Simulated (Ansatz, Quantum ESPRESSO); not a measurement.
# Mo(100), 5 layers against a metal electrode: the electrode's level over the Fermi level at a withheld member of a series

How the rows were computed: Quantum ESPRESSO 7.5, PBE, GBRV ultrasoft. The slab is relaxed neutral, then held. ESM with bc3: vacuum below and a metal electrode about 6 Å above the top atoms. Cold smearing of 0.02 Ry. Charges are set per cell from the starting area. The slabs take the lattice constants of the bulk relaxed by the same program. The series steps the charge of the slab (positive: electrons removed).

| charge of the slab | electrode's level over the Fermi level (eV) |
| --- | --- |
| 1 ×10¹³ e/cm² | 4.650 |
| 2 ×10¹³ e/cm² | 5.385 |
| 3 ×10¹³ e/cm² | 6.135 |
| 4.5 ×10¹³ e/cm² | 7.285 |
| 6 ×10¹³ e/cm² | 8.464 |
| 7 ×10¹³ e/cm² | 9.262 |

**Question.** What is the electrode's level over the Fermi level at 8 ×10¹³ e/cm²?

**Fit.** The rows at 6 ×10¹³ e/cm² and 7 ×10¹³ e/cm² give a slope of (9.262 − (8.464))/(7 − (6)) = 0.798, so a straight line gives 10.060 eV. A parabola through these and the row at 4.5 ×10¹³ e/cm² gives 10.070 eV.

**The withheld run.** 10.071 eV. The line misses by −0.011 and the parabola by −0.001 eV. Both misses are under 5 % of the step from the nearer row.

Caveats: Vacuum fills the gap; ions don't answer the charge; added electrons can spill towards the electrode at the most negative charges. Members without a usable value, or on the other side of zero field or charge, are not listed.
